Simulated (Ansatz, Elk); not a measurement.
# Bonding as seen by X-rays: HgH2

The structure of HgH2 used here is made up (a known structure type with other elements) and was relaxed beforehand with PBEsol. The aim is the Fourier transform of its all-electron density, F(hkl), set beside the sum over free spherical atoms that refinements use.

Program: Elk 11.2.3 (patched build). Level of theory: DFT, PBE, all-electron APW+lo, Dirac cores, scalar-relativistic bands, static density, no spin. Results are calculated unless marked as measured.

The structure was built from a prototype and need not be the compound's stable phase.

## (1) The starting structure

The structure is tetragonal, space group P4_2/mnm (No. 136). The conventional cell has a = 5.127 Å, b = 5.127 Å, c = 3.344 Å, α = 90.00°, β = 90.00°, γ = 90.00°. Hg has 2 H at 1.67 Å nearest. Nearest to H lie 1 Hg at 1.67 Å. Farther neighbours are not listed.

## (2) Ground state and structure factors

An all-electron density is needed, since X-rays see the cores too. Task 0 finds the density and task 195 Fourier-transforms it; tshift is off so that phases refer to the origin typed.

elk.in

```
tasks
  0
  195

xctype
  20

spinpol
  .false.

rgkmax
  7.0

gmaxvr
  14.0

lmaxo
  7

lmaxapw
  8

swidth
  0.002

tshift
  .false.

ramdisk
  .false.

hmaxvr
  5.5

maxscl
  120

epspot
  1e-06

sppath
  './'

avec
  9.68835288211 0.00000000000 0.00000000000
  -0.00000000000 9.68835288211 0.00000000000
  0.00000000000 0.00000000000 6.31930984658

atoms
  2
  'Hg.in'
  2
  0.5000000000 0.5000000000 0.5000000000   0.000000 0.000000 0.000000
  -0.0000000000 -0.0000000000 0.0000000000   0.000000 0.000000 0.000000
  'H.in'
  4
  0.7302639925 0.2697360075 0.5000000000   0.000000 0.000000 0.000000
  0.7697360075 0.7697360075 0.0000000000   0.000000 0.000000 0.000000
  0.2697360075 0.7302639925 0.5000000000   0.000000 0.000000 0.000000
  0.2302639925 0.2302639925 0.0000000000   0.000000 0.000000 0.000000

ngridk
  5 5 7
```

Command:

```bash
> OMP_NUM_THREADS=4 elk
```

Numbers of over 12 decimals in the logs are rounded to 6 here.

Output:

```text
┌─────────────────────────┐
│ Elk code version 11.2.3 │
└─────────────────────────┘

All units are atomic (Hartree, Bohr, etc.)

┌─────────────────────────────────────────────────┐
│ Ground-state run starting from atomic densities │
└─────────────────────────────────────────────────┘

Lattice vectors :
   9.688352882       0.000000000       0.000000000
  -0.000000000       9.688352882       0.000000000
   0.000000000       0.000000000       6.319309847

Reciprocal lattice vectors :
  0.6485297742       0.000000000      -0.000000000
   0.000000000      0.6485297742       0.000000000
   0.000000000      -0.000000000      0.9942834676

Unit cell volume      :    593.1568468
Brillouin zone volume :   0.4181865467

Muffin-tin inner radius fraction :   0.1000000000E-01

Nuclei treated as point charges

Species : 1 (Hg)
 parameters loaded from : Hg.in
 name : mercury
 nuclear charge    :   -80.00000000
 electronic charge :    80.00000000
 atomic mass :    365653.2015
 muffin-tin radius :    2.069959384
 number of radial points in muffin-tin :   1393
 inner part over the whole radius :   0.9957239589E-02
 number on inner part of muffin-tin    :    993
 approximate nuclear radius :   0.1038385165E-03
 number of mesh points to nuclear radius :    534
 atomic positions (lattice), magnetic fields (Cartesian) :
  1 :   0.50000000  0.50000000  0.50000000    0.00000000  0.00000000  0.00000000
  2 :   0.00000000  0.00000000  0.00000000    0.00000000  0.00000000  0.00000000

Species : 2 (H)
 parameters loaded from : H.in
 name : hydrogen
 nuclear charge    :   -1.000000000
 electronic charge :    1.000000000
 atomic mass :    1837.362221
 muffin-tin radius :    1.034979692
 number of radial points in muffin-tin :    393
 inner part over the whole radius :   0.9738079918E-02
 number on inner part of muffin-tin    :    255
 approximate nuclear radius :   0.2766748019E-04
 number of mesh points to nuclear radius :     79
 atomic positions (lattice), magnetic fields (Cartesian) :
  1 :  -0.26973601  0.26973601  0.50000000    0.00000000  0.00000000  0.00000000
  2 :  -0.23026399 -0.23026399  0.00000000    0.00000000  0.00000000  0.00000000
  3 :   0.26973601 -0.26973601  0.50000000    0.00000000  0.00000000  0.00000000
  4 :   0.23026399  0.23026399  0.00000000    0.00000000  0.00000000  0.00000000

Total number of atoms per unit cell :    6
Total muffin-tin volume :    92.87826418
 ratio of muffin-tin to unit cell volume :   0.1565829758

Spin treatment :
 spin-unpolarised

Number of Bravais lattice symmetries :   16
Number of crystal symmetries         :   16
Crystal has inversion symmetry
Real symmetric eigensolver will be used

k-point grid :      5     5     7
k-point offset :    0.000000000       0.000000000       0.000000000
k-point set is reduced with full crystal symmetry group
Total number of k-points :       24

Muffin-tin radius times maximum |G+k| :    7.000000000
 using average radius
Maximum |G+k| for APW functions       :    5.072563297
Maximum (1/2)|G+k|²                   :    12.86544920
Maximum |G| for potential and density :    14.00000000
Constant for pseudocharge density :    7
 order of it for each species :   14  10
 order of it for pair densities of each species (exact exchange by exxq0 0: 15) :   14   4
Radial integration step length :    1

G-vector grid sizes :     45    45    30
Number of G-vectors :    27509

Maximum angular momentum used for
 APW functions            :    8
 outer part of muffin-tin :    7
 inner part of muffin-tin :    2

Total nuclear charge    :   -164.0000000
Total core charge       :    124.0000000
Total valence charge    :    40.00000000
Total excess charge     :    0.000000000
Total electronic charge :    164.0000000

Effective Wigner radius, rₛ :   0.9522384131

Number of empty states         :     24
Total number of valence states :     45
Total number of core states    :    124

Third-order local-orbitals added for an l without core states : T
Total number of local-orbitals :     66

[...]
from k-point 4 to k-point 24
Estimated direct band gap   :   0.1218570774
 at k-point 4

Charges :
 core                        :    124.0000000
 valence                     :    40.00000000
 interstitial                :    8.789912702
 muffin-tins (core leakage)
  species : 1 (Hg)
   atom 1                    :    76.54123216     (  0.4465780311E-02)
   atom 2                    :    76.54123216     (  0.4465780311E-02)
  species : 2 (H)
   atom 1                    :   0.5319057458     (   0.000000000    )
   atom 2                    :   0.5319057458     (   0.000000000    )
[...]
total in muffin-tins        :    155.2100873
 total calculated charge     :    163.9906688
 total charge                :    164.0000000
 error                       :   0.9331220220E-02

RMS change in Kohn-Sham potential (target) :    85.73394743     (  0.1000000000E-05)
Absolute change in total energy (target)   :   0.1751416504     (  0.1000000000E-03)

[... loops 3 to 18 left out ...]

┌──────────────────┐
│ Loop number : 19 │
└──────────────────┘

Energies :
 Fermi                       :     0.133629
 sum of occupied eigenvalues :     -24247.057917725
 electron kinetic            :      45381.947779116
 core electron kinetic       :      44967.575364423
 Coulomb                     :     -83959.091056717
 Coulomb potential           :     -68649.027542764
 nuclear-nuclear             :     -2748.6701242435
 electron-nuclear            :     -93798.623018855
 Hartree                     :      12588.202086381
 Madelung                    :     -49634.577285335
 xc potential                :     -979.97815407725
 exchange                    :     -738.87484795725
 correlation                 :     -9.921069
 electron entropic           :    -0.17367795996374E-10
 total energy                :     -39325.939194073

Density of states at Fermi energy :   0.2013865593E-06
 (states/Hartree/unit cell)

Estimated indirect band gap :   0.8096475066E-01
 from k-point 4 to k-point 24
Estimated direct band gap   :   0.1143962394
 at k-point 3

Charges :
 core                        :    124.0000000
 valence                     :    40.00000000
 interstitial                :    8.456887318
 muffin-tins (core leakage)
  species : 1 (Hg)
   atom 1                    :    76.82330031     (  0.4256905363E-02)
   atom 2                    :    76.82330031     (  0.4256905363E-02)
  species : 2 (H)
[...]
total in muffin-tins        :    155.5431127
 total calculated charge     :    163.9911656
 total charge                :    164.0000000
 error                       :   0.8834367533E-02

RMS change in Kohn-Sham potential (target) :   0.4174794729E-06 (  0.1000000000E-05)
Absolute change in total energy (target)   :   0.7631970220E-06 (  0.1000000000E-03)

Convergence targets achieved

┌──────────────────┐
│ Loop number : 20 │
└──────────────────┘

Energies :
 Fermi                       :     0.133629
 sum of occupied eigenvalues :     -24247.057917764
 electron kinetic            :      45381.947779011
 core electron kinetic       :      44967.575364317
 Coulomb                     :     -83959.091056592
 Coulomb potential           :     -68649.027542705
 nuclear-nuclear             :     -2748.6701242435
 electron-nuclear            :     -93798.623018663
 Hartree                     :      12588.202086315
 Madelung                    :     -49634.577285239
 xc potential                :     -979.97815406910
 exchange                    :     -738.87484795455
 correlation                 :     -9.921069
 electron entropic           :    -0.17367796696279E-10
 total energy                :     -39325.939194050

Density of states at Fermi energy :   0.2013865685E-06
 (states/Hartree/unit cell)

Estimated indirect band gap :   0.8096475043E-01
 from k-point 4 to k-point 24
Estimated direct band gap   :   0.1143962393
 at k-point 3

Charges :
 core                        :    124.0000000
 valence                     :    40.00000000
 interstitial                :    8.456887317
 muffin-tins (core leakage)
  species : 1 (Hg)
   atom 1                    :    76.82330031     (  0.4256905365E-02)
   atom 2                    :    76.82330031     (  0.4256905365E-02)
  species : 2 (H)
[...]
atom 2                    :   0.4741280155     (   0.000000000    )
   atom 3                    :   0.4741280155     (   0.000000000    )
   atom 4                    :   0.4741280155     (   0.000000000    )
 total in muffin-tins        :    155.5431127
 total calculated charge     :    163.9911656
 total charge                :    164.0000000
 error                       :   0.8834367538E-02

┌──────────────────────────────┐
│ Self-consistent loop stopped │
└──────────────────────────────┘

Warning : core states of species 1 leak from the muffin-tin :   0.4256905365E-02

Wrote STATE.OUT
```

Elapsed: 2.2 min, on 4 threads of Arm Neoverse V2, shared host; peak memory 0.51 GiB; 8.3 min of CPU time.

SFACRHO.OUT:

```text

h k l indices transformed by vhmat matrix:
   1.000000000       0.000000000       0.000000000    
   0.000000000       1.000000000       0.000000000    
   0.000000000       0.000000000       1.000000000    

      h      k      l  multipl.   |H|            Re(F)            Im(F)           |F|

      0      0      0      1   0.0000000       164.00000      0.10647751E-15   164.00000    
     -1      0      0      4  0.64852977      0.16981911E-15 -0.40073290E-13  0.40073650E-13
      1     -1      0      2  0.91715960       146.08160      0.10926133E-13   146.08160    
      1      1      0      2  0.91715960       146.08160     -0.78755872E-13   146.08160    
      0      0      1      2  0.99428347      0.15956967E-13  0.69987567E-13  0.71783594E-13
      1      0     -1      8   1.1870933       139.86566      0.22130746E-13   139.86566    
      2      0      0      4   1.2970595       134.41233     -0.75331354E-13   134.41233    
     -1     -1     -1      4   1.3526941      -2.2578737     -0.14268824E-12   2.2578737    
      1     -1      1      4   1.3526941       2.2578737      0.38596799E-13   2.2578737    
      2     -1      0      4   1.4501567      0.65979846      0.86014885E-14  0.65979846    
     -2     -1      0      4   1.4501567     -0.65979846     -0.14002741E-12  0.65979846    
      0     -2      1      8   1.6343081      0.57879175E-15 -0.85190910E-14  0.85387301E-14
     -2      1     -1      8   1.7582815       125.34711      0.71207463E-13   125.34711    
     -1     -2      1      8   1.7582815       125.34711      0.69889104E-13   125.34711    
     -2      2      0      2   1.8343192       125.22468     -0.19244029E-13   125.22468    
      2      2      0      2   1.8343192       125.22468     -0.14074286E-12   125.22468    
      0      3      0      4   1.9455893     -0.61295654E-15  0.23521454E-13  0.23529439E-13
      0      0     -2      2   1.9885669       121.53465      0.12096527E-12   121.53465
```

Elk indexes on the primitive cell of elk.in and gives |H| = 4π sin θ/λ in inverse bohr. Below, one row stands for each form hkl of the conventional cell (m members, Friedel mates merged), F is for one primitive cell and the density is static (no thermal factor). Free-atom factors are Waasmaier and Kirfel's, and R is Σm||F|−|F'||/Σm|F|.

| hkl | m | sin θ/λ (Å⁻¹) | abs F, DFT | neutral atoms | diff. |
| --- | --- | --- | --- | --- | --- |
| 100 | 4 | 0.098 | 0.000 | 0.000 | +0.000 |
| 110 | 4 | 0.138 | 146.082 | 146.399 | -0.317 |
| 001 | 2 | 0.149 | 0.000 | 0.000 | +0.000 |
| 101 | 8 | 0.178 | 139.866 | 139.939 | -0.073 |
| 200 | 4 | 0.195 | 134.412 | 134.997 | -0.585 |
| 111 | 8 | 0.203 | 2.258 | 1.855 | +0.403 |
| 210 | 8 | 0.218 | 0.660 | 0.419 | +0.241 |
| 201 | 8 | 0.246 | 0.000 | 0.000 | +0.000 |
| 211 | 16 | 0.264 | 125.347 | 125.622 | -0.275 |
| 220 | 4 | 0.276 | 125.225 | 125.130 | +0.095 |
| 300 | 4 | 0.293 | 0.000 | 0.000 | +0.000 |
| 002 | 2 | 0.299 | 121.535 | 121.554 | -0.019 |
| 310 | 8 | 0.308 | 118.935 | 119.126 | -0.191 |
| 221 | 8 | 0.314 | 0.017 | 0.055 | -0.038 |

## (3) The highest occupied states alone

An energy window below the Fermi level keeps the highest occupied states, to see at which angles they scatter; shallow core shells can lie inside it and anion s states outside. No new self-consistency is needed.

Changes to elk.in since step 2:

```diff
@@ -1,3 +1,2 @@
 tasks
-  0
   195
@@ -40,2 +39,5 @@
 
+wsfac
+  -0.307360 0.433630
+
 sppath
```

Command:

```bash
> OMP_NUM_THREADS=4 elk
```

Output:

```text
┌─────────────────────────────────┐
│ Elk code version 11.2.3 started │
└─────────────────────────────────┘

Info(readinput): the functional depends on the density's gradient
 muffin-tin radial points multiplied by    2.00000
 (not where nrmtscf is given)

┌────────────────────┐
│ Current task : 195 │
└────────────────────┘
Info(checkmt): changed muffin-tin radius of species 1 (Hg) from   2.8000 to   2.0700
Info(checkmt): changed muffin-tin radius of species 2 (H) from   1.4000 to   1.0350

Info(sfacrho): density structure factors written to SFACRHO.OUT

 Energy window :  -0.3073600000      0.4336300000

┌──────────────────┐
│ Elk code stopped │
└──────────────────┘
```

Run time: 7.2 s. Hardware: 4 threads; peak memory 0.17 GiB; 9.2 s of CPU time.

States within 12 eV below the Fermi level hold 28.00 electrons; any levels below the window count with the cores. Their amplitudes can exceed the total, where window and core parts have opposite phase:

| hkl | sin θ/λ (Å⁻¹) | abs F, window | abs F, all |
| --- | --- | --- | --- |
| 100 | 0.098 | 0.000 | 0.000 |
| 110 | 0.138 | 14.825 | 146.082 |
| 001 | 0.149 | 0.000 | 0.000 |
| 101 | 0.178 | 11.571 | 139.866 |
| 200 | 0.195 | 7.486 | 134.412 |
| 111 | 0.203 | 2.255 | 2.258 |
| 210 | 0.218 | 0.655 | 0.660 |
| 201 | 0.246 | 0.000 | 0.000 |
| 211 | 0.264 | 4.896 | 125.347 |
| 220 | 0.276 | 5.929 | 125.225 |

## (4) Another functional

The difference from free atoms is small, so it is set against the change that PBEsol makes.

Changes to elk.in since step 3:

```diff
@@ -1,2 +1,3 @@
 tasks
+  0
   195
@@ -4,3 +5,3 @@
 xctype
-  20
+  22
 
@@ -39,5 +40,2 @@
 
-wsfac
-  -0.307360 0.433630
-
 sppath
```

Command:

```bash
> OMP_NUM_THREADS=4 elk
```

Output:

```text
┌─────────────────────────┐
│ Elk code version 11.2.3 │
└─────────────────────────┘

All units are atomic (Hartree, Bohr, etc.)

┌─────────────────────────────────────────────────┐
│ Ground-state run starting from atomic densities │
└─────────────────────────────────────────────────┘

Lattice vectors :
   9.688352882       0.000000000       0.000000000
  -0.000000000       9.688352882       0.000000000
   0.000000000       0.000000000       6.319309847

Reciprocal lattice vectors :
  0.6485297742       0.000000000      -0.000000000
[...]
atom 2                    :    76.81800213     (  0.4251925700E-02)
  species : 2 (H)
[...]
atom 3                    :   0.4607832014     (   0.000000000    )
   atom 4                    :   0.4607832014     (   0.000000000    )
 total in muffin-tins        :    155.4791371
 total calculated charge     :    163.9911822
 total charge                :    164.0000000
 error                       :   0.8817823653E-02

┌──────────────────────────────┐
│ Self-consistent loop stopped │
└──────────────────────────────┘

Warning : core states of species 1 leak from the muffin-tin :   0.4251925700E-02

Wrote STATE.OUT
[key lines of the parts left out:]
total energy                :     -39315.150623871
```

The job ended after 2.4 min (4 threads; peak memory 0.52 GiB; 8.7 min of CPU time).

Against the first run R = 0.01 %; the largest change is -0.068 at 220.

## (5) A coarser k-mesh

About half the k-points along each axis test the sampling.

Changes to elk.in since step 4:

```diff
@@ -5,3 +5,3 @@
 xctype
-  22
+  20
 
@@ -62,2 +62,2 @@
 ngridk
-  5 5 7
+  2 2 4
```

Command:

```bash
> OMP_NUM_THREADS=4 elk
```

Output:

```text
┌─────────────────────────┐
│ Elk code version 11.2.3 │
└─────────────────────────┘

All units are atomic (Hartree, Bohr, etc.)

┌─────────────────────────────────────────────────┐
│ Ground-state run starting from atomic densities │
└─────────────────────────────────────────────────┘

Lattice vectors :
   9.688352882       0.000000000       0.000000000
  -0.000000000       9.688352882       0.000000000
   0.000000000       0.000000000       6.319309847

Reciprocal lattice vectors :
  0.6485297742       0.000000000      -0.000000000
[...]
atom 2                    :    76.82401683     (  0.4258239773E-02)
  species : 2 (H)
[...]
atom 3                    :   0.4764747852     (   0.000000000    )
   atom 4                    :   0.4764747852     (   0.000000000    )
 total in muffin-tins        :    155.5539328
 total calculated charge     :    163.9911639
 total charge                :    164.0000000
 error                       :   0.8836118451E-02

┌──────────────────────────────┐
│ Self-consistent loop stopped │
└──────────────────────────────┘

Warning : core states of species 1 leak from the muffin-tin :   0.4258239773E-02

Wrote STATE.OUT
[key lines of the parts left out:]
total energy                :     -39325.936610549
```

It took 66 s on 4 threads; peak memory 0.52 GiB.

Against the first run R = 0.00 %; the largest change is -0.016 at 200.

## (6) Settings against the effect

| run | R against the first run (%) | R against neutral atoms, low angle (%) | wall time |
| --- | --- | --- | --- |
| PBE, rgkmax 7 | 0.00 | 0.28 | 2.2 min |
| PBEsol | 0.01 | 0.27 | 2.4 min |
| k-mesh 2×2×4 | 0.00 | 0.29 | 66 s |

## (7) Results

```
R against neutral atoms, sin θ/λ < 0.3 Å⁻¹ : 0.28 %
R against neutral atoms, 0.3 to 0.82 Å⁻¹   : 0.19 %
```

In words: Independent neutral atoms miss the calculated amplitudes by R = 0.28 % below 0.3 Å⁻¹ and 0.19 % from there to 0.82 Å⁻¹; by shells, 0.22 % below 0.15 Å⁻¹ (1 form), 0.29 % 0.15 to 0.3 (7 forms), 0.20 % 0.3 to 0.45 (17 forms), 0.19 % above 0.45 (99 forms). Bonding, aspherical density and the tables' own atoms all enter these figures, and the runs don't part them. The largest change of an amplitude is -0.59 electrons, at 200. Weak lines can change much in proportion: 320 goes from 0.16 to 0.47. The window's part falls from 28.0 electrons at the origin to at most 0.73 between 0.45 and 0.82 Å⁻¹. Below 0.3 Å⁻¹ the changes that finished (PBEsol and k-mesh 2×2×4) move F by R = 0.03 % at most, against the 0.28 % that separates it from free atoms. The basis has no finished test. Spin-orbit coupling is left out, which can matter for elements this heavy. Part of the difference isn't bonding: the tables are fits to free atoms and ions calculated by other methods than this functional. Thermal motion, anomalous dispersion and extinction are left out.

[Logs are printed without paths, hosts, clocks, repeated set-up lines and the standing remarks that a program may print on its own settings, such as how far it seeks lower states.]

[Hosts, paths, dates, database ids (printed as entryN), source tags and the programs' standing remarks are cut or masked in the printed files.]
